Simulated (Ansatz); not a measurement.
An input for Ansatz 0.2.0 (Al2O3 (Corundum)):

```yaml
crystal:
  lattice:
    - [2.38025, 1.3742379782, 4.3318666667]
    - [-2.38025, 1.3742379782, 4.3318666667]
    - [0.0, -2.7484759565, 4.3318666667]
  atoms:
    - { symbol: Al, position: [0.35216, 0.35216, 0.35216] }
    - { symbol: Al, position: [0.14784, 0.14784, 0.14784] }
    - { symbol: Al, position: [0.64784, 0.64784, 0.64784] }
    - { symbol: Al, position: [0.85216, 0.85216, 0.85216] }
    - { symbol: O, position: [0.55668, 0.94332, 0.25] }
    - { symbol: O, position: [0.25, 0.55668, 0.94332] }
    - { symbol: O, position: [0.94332, 0.25, 0.55668] }
    - { symbol: O, position: [0.44332, 0.05668, 0.75] }
    - { symbol: O, position: [0.75, 0.44332, 0.05668] }
    - { symbol: O, position: [0.05668, 0.75, 0.44332] }
kpoints:
  mp_grid: { grid: [6, 6, 6] }
hamiltonian:
  xc: pbe
scf:
  occupations: { method: fixed }
dielectric: {}
```

```sh
ansatz run input.yaml --threads 3 --pin off --max-ram 92160MiB --backend cuda --events-out ev --progress --plain --runs-dir out --devices 1 --max-vram 13GiB  # rebuilt from the run's record
```

Question: How long will it take on 1 × NVIDIA H100 80GB HBM3 (shared by 6 runs) with 3 threads of AMD EPYC 7R13 (Zen 3), shared host, and how much memory?

It took 18 s; on shared hardware allow 9.1 s to 36 s. Peak host memory was 1.4 GiB.

[Paths, hosts, dates, memory and timing lines, banners, echoed tables and standing remarks are left out of the program output.]

[Logs are printed without paths, hosts, clocks, repeated set-up lines and the standing remarks that a program may print on its own settings, such as how far it seeks lower states.]

[Runs of the session that timed out or met a known fault of the program may be left out.]

[Cells called generated may have been cut or substituted from an entry of the Crystallography Open Database or the Materials Project.]

[No measured gap is set beside runs whose start may be inverted or whose files or cutoffs have a known fault.]

[Hosts, paths, dates, database ids (printed as entryN), source tags and the programs' standing remarks are cut or masked in the printed files.]
